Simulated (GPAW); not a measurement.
Consider TiC (rock-salt (TiC)1-x(ZrC)x, x = 0, Fm-3m).

```cif
data_structure
_symmetry_space_group_name_H-M 'P 1'
_symmetry_Int_Tables_number 1
_cell_length_a 6.1207
_cell_length_b 6.1207
_cell_length_c 6.1207
_cell_angle_alpha 60.000
_cell_angle_beta 60.000
_cell_angle_gamma 60.000
_cell_volume 162.14
loop_
_atom_site_label
_atom_site_type_symbol
_atom_site_fract_x
_atom_site_fract_y
_atom_site_fract_z
_atom_site_occupancy
Ti1 Ti 0.00000 0.00000 0.00000 1
C2 C 0.75000 0.25000 0.25000 1
Ti3 Ti 0.00000 0.00000 0.50000 1
C4 C 0.75000 0.25000 0.75000 1
Ti5 Ti 0.00000 0.50000 0.00000 1
C6 C 0.75000 0.75000 0.25000 1
Ti7 Ti 0.00000 0.50000 0.50000 1
C8 C 0.75000 0.75000 0.75000 1
Ti9 Ti 0.50000 0.00000 0.00000 1
C10 C 0.25000 0.25000 0.25000 1
Ti11 Ti 0.50000 0.00000 0.50000 1
C12 C 0.25000 0.25000 0.75000 1
Ti13 Ti 0.50000 0.50000 0.00000 1
C14 C 0.25000 0.75000 0.25000 1
Ti15 Ti 0.50000 0.50000 0.50000 1
C16 C 0.25000 0.75000 0.75000 1
```

Absorber: atom 2, with 6 Ti at 2.16 Å (octahedral). Method: GPAW, LDA, excited-electron core hole (neutral cell), 16-atom cell with 6.1 Å between holes, 6×6×6 k points, dipole transitions, Gaussian full width 0.9 eV up to 4 eV, rising linearly to 3.5 eV at 25 eV.

Question: What does the C K edge look like?

Main maxima up to 24 eV above the zero (height): 3.1 eV (2.67), 6.5 eV (1.42) and 13.6 eV (1.92). A K edge sees empty p states; the first features are C p mixed into the empty d states of the Ti neighbours, and the broad ones above probably into the cations' higher empty bands. The total-energy difference is 284.90 eV. One term is added: -6.67 eV, since the hole is spin-paired here and a spin-polarised one costs that much less in the free atom (computed apart). The photon energy is then 278.23 eV. The functional leaves an error in such absolute values: in the free atom LDA prices this hole 2.9 eV below PBE (computed apart), and PBE is itself good to a few eV.

The C K spectrum (energy from the lowest empty level; intensity scaled to a mean of 1 over the first 20 eV):

```
E (eV)  intensity
  -2.0       0.00
  -1.4       0.00
  -0.8       0.02
  -0.2       0.23
   0.4       0.65
   1.0       0.81
   1.6       1.01
   2.2       1.52
   2.8       2.42
   3.4       2.33
   4.0       1.21
   4.6       0.91
   5.2       0.79
   5.8       1.08
   6.4       1.41
   7.0       1.22
   7.6       0.58
   8.2       0.16
   8.8       0.12
   9.4       0.24
  10.0       0.45
  10.6       0.75
  11.2       1.05
  11.8       1.30
  12.4       1.54
  13.0       1.79
  13.6       1.92
  14.2       1.76
  14.8       1.39
  15.4       1.01
  16.0       0.73
  16.6       0.55
  17.2       0.48
  17.8       0.48
  18.4       0.49
  19.0       0.49
  19.6       0.48
  20.2       0.46
  20.8       0.43
  21.4       0.40
  22.0       0.36
  22.6       0.32
  23.2       0.29
  23.8       0.27
  24.4       0.26
  25.0       0.27
  25.6       0.29
  26.2       0.34
  26.8       0.41
  27.4       0.50
  28.0       0.61
  28.6       0.72
  29.2       0.82
  29.8       0.91
```

The holes are only 6.1 Å apart, so the shape is probably not converged with cell size; no larger cell was run here.

[Banner, clock and machine lines of the logs are left out without a mark of their own.]

[Logs are printed without paths, hosts, clocks, repeated set-up lines and the standing remarks that a program may print on its own settings, such as how far it seeks lower states.]

[Hosts, paths, dates, database ids (printed as entryN), source tags and the programs' standing remarks are cut or masked in the printed files.]

[Lists of maxima count a maximum above −3 eV only where it reaches 4 % of the highest in the window and stands out from its surroundings by 2 % of it (1.5 % where it reaches 55 %); shoulders and weaker maxima are passed over, and of the rest the first, up to two pre-edge ones and the few strongest are named.]
